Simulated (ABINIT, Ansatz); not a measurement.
**CdWO4 (P2/c): one start, several treatments of the self-energy**

Wanted: the gap of CdWO4 (P2/c) under several approximations, with cost.

Program: ABINIT 10.8.3. Level of theory: LDA and many-body steps on it, plane waves. Results are calculated unless marked as measured.

**What was measured.**

- Gap 4.15 eV: direct gap from absorption edge with Urbach fit; optical absorption; 300 K; bulk crystal (thin cleaved platelet of Czochralski crystal, 10-30 um thick) (“Optical absorption of divalent metal tungstates: Correlation between the band-gap energy and the cation ionic radius”, 2008, arxiv:0807.2115).

### 1. The structure

The structure is monoclinic, space group P2/c (No. 13). The conventional cell has a = 5.040 Å, b = 5.870 Å, c = 5.084 Å, α = 90.00°, β = 91.48°, γ = 90.00°. Nearest to Cd lie 6 O at 2.20 to 2.43 Å. Nearest to W lie 6 O at 1.78 to 2.15 Å. Nearest to O lie 2 W at 1.92 to 2.15 Å and 1 Cd at 2.20 Å. O has 1 W at 1.78 Å and 2 Cd at 2.28 to 2.43 Å nearest. Farther neighbours and most contacts between anions are not listed.

The cell and positions come from the Crystallography Open Database and are kept as given unless a step says otherwise. Spin-orbit coupling is left out unless a step names it.

### 2. Empty states on the mesh, 2×2×2 mesh, 281 bands

This step: ABINIT 10.8.3; DFT, LDA, plane waves, norm-conserving pseudopotentials.

The sums over transitions need many empty states on a uniform mesh; this step solves for them.

run.abi reads:

```
acell 3*1.0 Angstrom
rprim 
  5.040000000000 -0.000000000000 -0.000000000000
  -0.000000000000 5.870100000000 -0.000000000000
  -0.130957318200 -0.000000000000 5.082413107100
ntypat 3
znucl 48 74 8
natom 12
typat 1 1 2 2 3 3 3 3 3 3 3 3
xred 
  0.500000000000 0.697290000000 0.250000000000
  0.500000000000 0.302710000000 0.750000000000
  0.000000000000 0.178550000000 0.250000000000
  0.000000000000 0.821450000000 0.750000000000
  0.201800000000 0.095500000000 0.950400000000
  0.798200000000 0.095500000000 0.549600000000
  0.798200000000 0.904500000000 0.049600000000
  0.201800000000 0.904500000000 0.450400000000
  0.242000000000 0.370300000000 0.383900000000
  0.758000000000 0.370300000000 0.116100000000
  0.758000000000 0.629700000000 0.616100000000
  0.242000000000 0.629700000000 0.883900000000
pp_dirpath "pseudos"
pseudos "Cd.upf, W.upf, O.upf"
ecut 47
ngkpt 2 2 2
nshiftk 1
shiftk 0 0 0
kptopt 1
chksymbreak 0
iscf -2
irdden 1
istwfk *1
nband 281
nbdbuf 24
tolwfr 1e-09
nstep 60
prtvol 0
indata_prefix "in"
outdata_prefix "out"
tmpdata_prefix "tmp"
```

Started as:

```sh
> OMP_NUM_THREADS=1 mpirun -n 4 abinit run.abi > log
```

Numbers of over 12 decimals in the logs are rounded to 6 here.

Log:

```text
.Version 10.8.3 of ABINIT. v10.8.2 released Aug 2026.

 Symmetries : space group P2/c (# 13); Bravais mP (primitive monocl.)
[... echo of the input left out ...]
== DATASET  1 ==================================================================
-   mpi_nproc: 4, omp_nthreads: 1 (-1 if OMP is not activated)

--- !DatasetInfo
iteration_state: {dtset: 1, }
dimensions: {natom: 12, nkpt: 8, mband: 281, nsppol: 1, nspinor: 1, nspden: 1, mpw: 15656, }
cutoff_energies: {ecut:  47.0, pawecutdg:  -1.0, }
[...]
2.58525    2.59463    2.60822    2.61104    2.62943    2.64143    2.64188    2.64617
   2.65071    2.66125    2.67131    2.67149    2.68123    2.69222    2.70877    2.72373
   2.73490
 prteigrs : prtvol=0 or 1, do not print more k-points.

== END DATASET(S) ==============================================================
================================================================================

 -outvars: echo values of variables after computation  --------
            nband         281
             nkpt           8
          spgroup          13
 [... the other variables as echoed above ...]

 Calculation completed.
```

It took 16 min on 4 MPI ranks of Intel Xeon Platinum 8488C (Sapphire Rapids), shared host; peak memory 1.1 GiB; 62 min of CPU time.

This step gave:

```yaml
gap: 2.998 eV
k_of_the_valence_top: 0, 0.5, 0
k_of_the_conduction_bottom: 0, 0.5, 0
least_direct_gap: 2.998 eV
k_points_computed: 8
lowest_point_of_the_top_converged_band_above_the_valence_top: 63.1892 eV
```

On this mesh the gap is 2.998 eV.

The density comes from a self-consistent run that is not shown.

### 3. Screening, 2×2×2 mesh, 139 bands, screening to 98 eV

The RPA dielectric matrix is built and inverted for each q.

This step: RPA screening on LDA, plane waves, norm-conserving pseudopotentials.

run.abi: that of step 2 with these lines changed.

```diff
@@ -30,10 +30,11 @@
 chksymbreak 0
-iscf -2
-irdden 1
 istwfk *1
-nband 281
-nbdbuf 24
-tolwfr 1e-09
-nstep 60
-prtvol 0
+occopt 1
+irdwfk 1
+optdriver 3
+nband 139
+ecuteps 3.6
+inclvkb 2
+awtr 1
+symchi 1
 indata_prefix "in"
```

Log:

```text
.Version 10.8.3 of ABINIT. v10.8.2 released Aug 2026.

 Symmetries : space group P2/c (# 13); Bravais mP (primitive monocl.)
[... echo of the input left out ...]
== DATASET  1 ==================================================================
-   mpi_nproc: 4, omp_nthreads: 1 (-1 if OMP is not activated)

--- !DatasetInfo
iteration_state: {dtset: 1, }
dimensions: {natom: 12, nkpt: 8, mband: 139, nsppol: 1, nspinor: 1, nspden: 1, mpw: 15656, }
cutoff_energies: {ecut:  47.0, pawecutdg:  -1.0, }
electrons: {nelect:   1.16000000E+02, charge:   0.00000000E+00, occopt:   1.00000000E+00, tsmear:   1.00000000E-02, }

 SCREENING: Calculation of the susceptibility and dielectric matrices

 Based on a program developped by R.W. Godby, V. Olevano, G. Onida, and L. Reining.
 Incorporated in ABINIT by V. Olevano, G.-M. Rignanese, and M. Torrent.
.Using double precision arithmetic ; gwpc =  8

[... cell and pseudopotentials left out ...]
--------------------------------------------------------------------------------

 ==== K-mesh for the wavefunctions ====
 Number of points in the irreducible wedge :     8
[... list of points left out ...]
 Together with  4 symmetry operations and time-reversal symmetry
 yields     8 points in the full Brillouin Zone.

 ==== Q-mesh for the screening function ====
 Number of points in the irreducible wedge :     8
[... list of points left out ...]
 Together with  4 symmetry operations and time-reversal symmetry
 yields     8 points in the full Brillouin Zone.

 setmesh: FFT mesh size selected  =    40x   45x   40
          total number of points  =        72000

 vcoul_init : cutoff-mode = AUXILIARY_FUNCTION
 q-points for optical limit:   1
     1)      0.000010    0.000020    0.000030

- screening: taking advantage of time-reversal symmetry
- Maximum band index for partially occupied states nbvw = 58
- Remaining bands to be divided among processors   nbcw = 81
- Number of bands treated by each node ~20

 Number of electrons calculated from density =  116.0000; Expected =  116.0000
 average of density, n =  0.114318
 r_s =    1.2782
 omega_plasma =   32.6147 [eV]

 calculating chi0 at frequencies [eV] :
  1    0.000000E+00    0.000000E+00
  2    0.000000E+00    3.261469E+01

--------------------------------------------------------------------------------
  q-point number  1        q = ( 0.000000, 0.000000, 0.000000) [r.l.u.]
--------------------------------------------------------------------------------
[... chi0 elements left out ...]
 For q-point:  0.000010 0.000020 0.000030
  dielectric constant =   5.0163
  dielectric constant without local fields =   5.6400

  Average fulfillment of the sum rule on Im[epsilon] for q-point    1 :     35.99  [%]
[... wings left out ...]
  q-point number  2        q = ( 0.500000, 0.000000, 0.000000) [r.l.u.]
--------------------------------------------------------------------------------
[... chi0 elements left out ...]
  Average fulfillment of the sum rule on Im[epsilon] for q-point    2 :     42.38  [%]

 [... 6 further q-points ...]
```

Wall time 5.9 min (4 MPI ranks); peak memory 5.1 GiB.

This step gave:

* ε∞ with local fields, on this mesh, along the program's q direction: 5.016
* the same without local fields: 5.64
* plasma frequency: 32.61 eV
* plane waves in the screening matrix: 327

Local fields lower ε∞ by 11 %. On a Γ-centred mesh this coarse the value itself is usually too large, while a short band sum pulls it down.

### 4. G0W0, Godby-Needs plasmon pole

The self-energy is evaluated for the states that the input lists, and the levels follow from it, in one-shot runs by the linearised quasiparticle equation.

This step: G0W0 on LDA, plane waves, norm-conserving pseudopotentials.

run.abi: that of step 3 with these lines changed.

```diff
@@ -33,8 +33,17 @@
 irdwfk 1
-optdriver 3
+optdriver 4
 nband 139
+gwcalctyp 0
+ecutsigx 47
+symsigma 1
+nkptgw 2
+kptgw 
+  0.0000000000 0.5000000000 0.0000000000
+  0.0000000000 0.0000000000 0.0000000000
+bdgw 
+  57 61
+  57 60
 ecuteps 3.6
-inclvkb 2
-awtr 1
-symchi 1
+irdscr 1
+ppmodel 1
 indata_prefix "in"
```

Log:

```text
.Version 10.8.3 of ABINIT. v10.8.2 released Aug 2026.

 Symmetries : space group P2/c (# 13); Bravais mP (primitive monocl.)
[... echo of the input left out ...]
== DATASET  1 ==================================================================
-   mpi_nproc: 4, omp_nthreads: 1 (-1 if OMP is not activated)

--- !DatasetInfo
iteration_state: {dtset: 1, }
dimensions: {natom: 12, nkpt: 8, mband: 139, nsppol: 1, nspinor: 1, nspden: 1, mpw: 15656, }
cutoff_energies: {ecut:  47.0, pawecutdg:  -1.0, }
electrons: {nelect:   1.16000000E+02, charge:   0.00000000E+00, occopt:   1.00000000E+00, tsmear:   1.00000000E-02, }

 SIGMA: Calculation of the GW corrections

 Based on a program developped by R.W. Godby, V. Olevano, G. Onida, and L. Reining.
 Incorporated in ABINIT by V. Olevano, G.-M. Rignanese, and M. Torrent.
.Using double precision arithmetic ; gwpc =  8

[... cell and pseudopotentials left out ...]
--------------------------------------------------------------------------------

 ==== K-mesh for the wavefunctions ====
 Number of points in the irreducible wedge :     8
[... list of points left out ...]
 Together with  4 symmetry operations and time-reversal symmetry
 yields     8 points in the full Brillouin Zone.

 ==== Q-mesh for screening function ====
 Number of points in the irreducible wedge :     8
[... list of points left out ...]
 Together with  4 symmetry operations and time-reversal symmetry
 yields     8 points in the full Brillouin Zone.

 vcoul_init : cutoff-mode = AUXILIARY_FUNCTION
 q-points for optical limit:   1
     1)      0.000010    0.000020    0.000030
 setmesh: FFT mesh size selected  =    60x   72x   60
          total number of points  =       259200

 Number of electrons calculated from density =  116.0000; Expected =  116.0000
 average of density, n =  0.114318
 r_s =    1.2782
 omega_plasma =   32.6147 [eV]

 === KS Band Gaps ===
  >>>> For spin  1
   Minimum direct gap =   2.9976 [eV], located at k-point      :   0.0000  0.5000  0.0000
   Fundamental gap    =   2.9976 [eV], Top of valence bands at :   0.0000  0.5000  0.0000
                                       Bottom of conduction at :   0.0000  0.5000  0.0000
 SIGMA fundamental parameters:
 PLASMON POLE MODEL  1
 number of plane-waves for SigmaX                15641
 number of plane-waves for SigmaC and W            327
 number of plane-waves for wavefunctions         15641
 number of bands                                   139
 number of independent spin polarizations            1
 number of spinorial components                      1
 number of k-points in IBZ                           8
 number of q-points in IBZ                           8
 number of symmetry operations                       4
 number of k-points in BZ                            8
 number of q-points in BZ                            8
 number of frequencies for dSigma/dE                 9
 frequency step for dSigma/dE [eV]                0.25
 number of omega for Sigma on real axis              0
 max omega for Sigma on real axis  [eV]           0.00
 zcut for avoiding poles [eV]                     0.10

 EPSILON^-1 parameters (SCR file):
 dimension of the eps^-1 matrix on file            327
 dimension of the eps^-1 matrix used               327
 number of plane-waves for wavefunctions         15641
 number of bands                                   139
 number of q-points in IBZ                           8
 number of frequencies                               2
 number of real frequencies                          1
 number of imag frequencies                          1

 matrix elements of self-energy operator (all in [eV])

 Perturbative Calculation

--- !SelfEnergy_ee
iteration_state: {dtset: 1, }
kpoint     : [   0.000,    0.500,    0.000, ]
spin       : 1
KS_gap     :    2.998
QP_gap     :    5.003
Delta_QP_KS:    2.005
data: !SigmaeeData |
     Band     E0 <VxcDFT>   SigX SigC(E0)      Z dSigC/dE  Sig(E)    E-E0       E
       57   4.958 -19.439 -24.445   5.104   0.776  -0.289 -19.363   0.076   5.034
       58   5.524 -20.960 -25.788   4.976   0.786  -0.273 -20.844   0.116   5.640
       59   8.521 -17.109 -11.449  -3.094   0.827  -0.210 -14.987   2.121  10.642
       60   9.410 -16.657 -11.695  -3.075   0.821  -0.218 -15.107   1.550  10.960
       61   9.411 -18.189 -11.695  -3.075   0.821  -0.218 -15.381   2.809  12.220

--- !SelfEnergy_ee
iteration_state: {dtset: 1, }
kpoint     : [   0.000,    0.000,    0.000, ]
spin       : 1
KS_gap     :    3.643
QP_gap     :    5.646
Delta_QP_KS:    2.003
data: !SigmaeeData |
     Band     E0 <VxcDFT>   SigX SigC(E0)      Z dSigC/dE  Sig(E)    E-E0       E
       57   5.217 -19.763 -24.770   5.144   0.776  -0.289 -19.657   0.107   5.324
       58   5.262 -20.830 -25.536   4.824   0.787  -0.270 -20.737   0.093   5.355
       59   8.904 -17.169 -11.869  -2.751   0.822  -0.216 -15.072   2.097  11.001
       60   9.354 -18.087 -12.337  -3.007   0.818  -0.223 -15.844   2.243  11.597

== END DATASET(S) ==============================================================
================================================================================

 -outvars: echo values of variables after computation  --------
           etotal      0.0000000000E+00
            nband         139
             nkpt           8
          spgroup          13
 [... the other variables as echoed above ...]

 Calculation completed.
```

The job ended after 24 s (4 MPI ranks; peak memory 2.9 GiB; 94 s of CPU time).

Numbers from this step:

| Quantity | Value |
| --- | --- |
| G0W0 gap on the points computed | 5.002 eV |
| starting gap on the mesh | 2.998 eV |
| k of the valence top | 0, 0.5, 0 |
| k of the conduction bottom | 0, 0.5, 0 |
| Z at the valence top | 0.786 |
| Z at the conduction bottom | 0.827 |
| least direct G0W0 gap on the computed points | 5.002 eV |

The gap on the mesh goes from 3.00 eV to 5.00 eV, a correction of +2.00 eV.

### 5. G0W0, Hybertsen-Louie plasmon pole

run.abi: that of step 4 with these lines changed.

```diff
@@ -47,3 +47,3 @@
 irdscr 1
-ppmodel 1
+ppmodel 2
 indata_prefix "in"
```

Log:

```text
.Version 10.8.3 of ABINIT. v10.8.2 released Aug 2026.

 Symmetries : space group P2/c (# 13); Bravais mP (primitive monocl.)
[... echo of the input left out ...]
== DATASET  1 ==================================================================
-   mpi_nproc: 4, omp_nthreads: 1 (-1 if OMP is not activated)

--- !DatasetInfo
iteration_state: {dtset: 1, }
dimensions: {natom: 12, nkpt: 8, mband: 139, nsppol: 1, nspinor: 1, nspden: 1, mpw: 15656, }
cutoff_energies: {ecut:  47.0, pawecutdg:  -1.0, }
electrons: {nelect:   1.16000000E+02, charge:   0.00000000E+00, occopt:   1.00000000E+00, tsmear:   1.00000000E-02, }

 SIGMA: Calculation of the GW corrections

 Based on a program developped by R.W. Godby, V. Olevano, G. Onida, and L. Reining.
 Incorporated in ABINIT by V. Olevano, G.-M. Rignanese, and M. Torrent.
.Using double precision arithmetic ; gwpc =  8

[... cell and pseudopotentials left out ...]
--------------------------------------------------------------------------------

 ==== K-mesh for the wavefunctions ====
 Number of points in the irreducible wedge :     8
[... list of points left out ...]
 Together with  4 symmetry operations and time-reversal symmetry
 yields     8 points in the full Brillouin Zone.

 ==== Q-mesh for screening function ====
 Number of points in the irreducible wedge :     8
[... list of points left out ...]
 Together with  4 symmetry operations and time-reversal symmetry
 yields     8 points in the full Brillouin Zone.

 vcoul_init : cutoff-mode = AUXILIARY_FUNCTION
 q-points for optical limit:   1
     1)      0.000010    0.000020    0.000030
 setmesh: FFT mesh size selected  =    60x   72x   60
          total number of points  =       259200

 Number of electrons calculated from density =  116.0000; Expected =  116.0000
[...]
number of omega for Sigma on real axis              0
 max omega for Sigma on real axis  [eV]           0.00
 zcut for avoiding poles [eV]                     0.10

 EPSILON^-1 parameters (SCR file):
 dimension of the eps^-1 matrix on file            327
 dimension of the eps^-1 matrix used               327
 number of plane-waves for wavefunctions         15641
 number of bands                                   139
 number of q-points in IBZ                           8
 number of frequencies                               2
 number of real frequencies                          1
 number of imag frequencies                          1

 matrix elements of self-energy operator (all in [eV])

 Perturbative Calculation

--- !SelfEnergy_ee
iteration_state: {dtset: 1, }
kpoint     : [   0.000,    0.500,    0.000, ]
spin       : 1
KS_gap     :    2.998
QP_gap     :    5.456
Delta_QP_KS:    2.459
data: !SigmaeeData |
     Band     E0 <VxcDFT>   SigX SigC(E0)      Z dSigC/dE  Sig(E)    E-E0       E
       57   4.958 -19.439 -24.445   4.522   0.863  -0.159 -19.856  -0.417   4.541
       58   5.524 -20.960 -25.788   4.601   0.865  -0.156 -21.157  -0.197   5.327
       59   8.521 -17.109 -11.449  -3.108   0.886  -0.128 -14.847   2.262  10.783
[...]
--- !SelfEnergy_ee
iteration_state: {dtset: 1, }
kpoint     : [   0.000,    0.000,    0.000, ]
spin       : 1
KS_gap     :    3.643
QP_gap     :    6.030
Delta_QP_KS:    2.387
data: !SigmaeeData |
     Band     E0 <VxcDFT>   SigX SigC(E0)      Z dSigC/dE  Sig(E)    E-E0       E
[...]
59   8.904 -17.169 -11.869  -2.837   0.885  -0.130 -14.989   2.180  11.084
       60   9.354 -18.087 -12.337  -2.980   0.883  -0.132 -15.641   2.446  11.800

== END DATASET(S) ==============================================================
================================================================================

 -outvars: echo values of variables after computation  --------
           etotal      0.0000000000E+00
            nband         139
             nkpt           8
          spgroup          13
 [... the other variables as echoed above ...]

 Calculation completed.
```

The job ended after 24 s (4 MPI ranks; peak memory 2.9 GiB; 94 s of CPU time).

Numbers from this step:

```
G0W0 gap on the points computed              : 5.456 eV
starting gap on the mesh                     : 2.998 eV
k of the valence top                         : 0, 0.5, 0
k of the conduction bottom                   : 0, 0.5, 0
Z at the valence top                         : 0.865
Z at the conduction bottom                   : 0.886
least direct G0W0 gap on the computed points : 5.456 eV
```

Against G0W0 in ABINIT (2×2×2 mesh, 139 bands, screening to 98 eV, Godby-Needs plasmon pole), the gap moves by +0.454 eV.

### 6. G0W0, von der Linden-Horsch plasmon pole

run.abi: that of step 5 with these lines changed.

```diff
@@ -47,3 +47,3 @@
 irdscr 1
-ppmodel 2
+ppmodel 3
 indata_prefix "in"
```

Log:

```text
.Version 10.8.3 of ABINIT. v10.8.2 released Aug 2026.

 Symmetries : space group P2/c (# 13); Bravais mP (primitive monocl.)
[... echo of the input left out ...]
== DATASET  1 ==================================================================
-   mpi_nproc: 4, omp_nthreads: 1 (-1 if OMP is not activated)

--- !DatasetInfo
iteration_state: {dtset: 1, }
dimensions: {natom: 12, nkpt: 8, mband: 139, nsppol: 1, nspinor: 1, nspden: 1, mpw: 15656, }
cutoff_energies: {ecut:  47.0, pawecutdg:  -1.0, }
[...]
Band     E0 <VxcDFT>   SigX SigC(E0)      Z dSigC/dE  Sig(E)    E-E0       E
[...]
59   8.904 -17.169 -11.869  -2.765   0.880  -0.137 -14.939   2.230  11.134
       60   9.354 -18.087 -12.337  -2.957   0.876  -0.142 -15.642   2.446  11.800

== END DATASET(S) ==============================================================
================================================================================

 -outvars: echo values of variables after computation  --------
           etotal      0.0000000000E+00
            nband         139
             nkpt           8
          spgroup          13
 [... the other variables as echoed above ...]

 Calculation completed.
```

Elapsed: 16 s, on 4 MPI ranks; peak memory 2.9 GiB; 65 s of CPU time.

Numbers from this step:

```
G0W0 gap on the points computed              : 5.086 eV
starting gap on the mesh                     : 2.998 eV
k of the valence top                         : 0, 0.5, 0
k of the conduction bottom                   : 0, 0.5, 0
least direct G0W0 gap on the computed points : 5.086 eV
```

Against G0W0 in ABINIT (2×2×2 mesh, 139 bands, screening to 98 eV, Godby-Needs plasmon pole), the gap moves by +0.084 eV.

[end of part 1 of 2]

[Paths, hosts, dates, memory and timing lines, banners, echoed tables and standing remarks are left out of the program output.]

[Logs are printed without paths, hosts, clocks, repeated set-up lines and the standing remarks that a program may print on its own settings, such as how far it seeks lower states.]

[Runs of the session that timed out or met a known fault of the program may be left out.]

[No measured gap is set beside runs whose start may be inverted or whose files or cutoffs have a known fault.]

[Hosts, paths, dates, database ids (printed as entryN), source tags and the programs' standing remarks are cut or masked in the printed files.]

[G0W0 gaps are taken among the corrected bands and points alone; a level outside them can change the order at an edge.]

[Where Ansatz stands beside ABINIT at settings called matched, ABINIT's density can come from a denser mesh and the files from another edition; pairs whose starting gaps differed by over 0.03 eV were left out, so agreement reads better than it is.]
